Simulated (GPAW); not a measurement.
A computed N K-edge spectrum of one site in a crystal of N and Ta, with its zero at a photon energy of about 398.8 eV (raw 406.7 eV, less 7.8 eV of added terms; uncertain by a few eV). Method: GPAW, PBE, excited-electron core hole (neutral cell) in a small cell, dipole transitions, broadening that rises with energy, without spin-orbit coupling.

Energy from the lowest empty level; intensity scaled to a mean of 1 over the first 20 eV:

| E (eV) | intensity |
| --- | --- |
| -2.0 | 0.00 |
| -1.5 | 0.00 |
| -1.0 | 0.00 |
| -0.5 | 0.07 |
| 0.0 | 0.53 |
| 0.5 | 1.45 |
| 1.0 | 2.08 |
| 1.5 | 2.41 |
| 2.0 | 1.89 |
| 2.5 | 1.23 |
| 3.0 | 1.08 |
| 3.5 | 1.24 |
| 4.0 | 1.26 |
| 4.5 | 1.26 |
| 5.0 | 1.50 |
| 5.5 | 1.66 |
| 6.0 | 2.07 |
| 6.5 | 2.22 |
| 7.0 | 1.89 |
| 7.5 | 1.62 |
| 8.0 | 1.52 |
| 8.5 | 1.23 |
| 9.0 | 1.02 |
| 9.5 | 1.11 |
| 10.0 | 1.21 |
| 10.5 | 1.10 |
| 11.0 | 0.84 |
| 11.5 | 0.60 |
| 12.0 | 0.47 |
| 12.5 | 0.43 |
| 13.0 | 0.44 |
| 13.5 | 0.45 |
| 14.0 | 0.47 |
| 14.5 | 0.51 |
| 15.0 | 0.54 |
| 15.5 | 0.54 |
| 16.0 | 0.47 |
| 16.5 | 0.36 |
| 17.0 | 0.24 |
| 17.5 | 0.16 |
| 18.0 | 0.14 |
| 18.5 | 0.16 |
| 19.0 | 0.22 |
| 19.5 | 0.30 |
| 20.0 | 0.36 |
| 20.5 | 0.41 |
| 21.0 | 0.43 |
| 21.5 | 0.45 |
| 22.0 | 0.48 |
| 22.5 | 0.53 |
| 23.0 | 0.60 |
| 23.5 | 0.69 |
| 24.0 | 0.77 |
| 24.5 | 0.85 |
| 25.0 | 0.92 |
| 25.5 | 1.00 |
| 26.0 | 1.11 |
| 26.5 | 1.24 |
| 27.0 | 1.37 |
| 27.5 | 1.48 |
| 28.0 | 1.53 |
| 28.5 | 1.50 |
| 29.0 | 1.40 |
| 29.5 | 1.22 |
| 30.0 | 1.01 |
| 30.5 | 0.81 |
| 31.0 | 0.63 |
| 31.5 | 0.49 |
| 32.0 | 0.39 |

Q: Which coordination does this site have?

A K edge sees empty p states; the first features are N p mixed into the empty d states of the Ta neighbours, and the broad ones above probably into the cations' higher empty bands. It is atom 2 of TaN (Fm-3m), with 6 Ta at 2.18 Å (octahedral, site symmetry m-3m). Its main maxima below 24 eV lie at 1.5 eV (2.41), 3.8 eV (1.30), 6.4 eV (2.24), 10.0 eV (1.21) and 15.2 eV (0.55). A near-edge spectrum doesn't fix the structure by itself; it is matched against candidates. The holes are only 6.2 Å apart, so the shape is probably not converged with cell size; no larger cell was run here. The structure is a published determination, not relaxed.

[Hosts, paths, dates, database ids (printed as entryN), source tags and the programs' standing remarks are cut or masked in the printed files.]

[Lists of maxima count a maximum above −3 eV only where it reaches 4 % of the highest in the window and stands out from its surroundings by 2 % of it (1.5 % where it reaches 55 %); shoulders and weaker maxima are passed over, and of the rest the first, up to two pre-edge ones and the few strongest are named.]
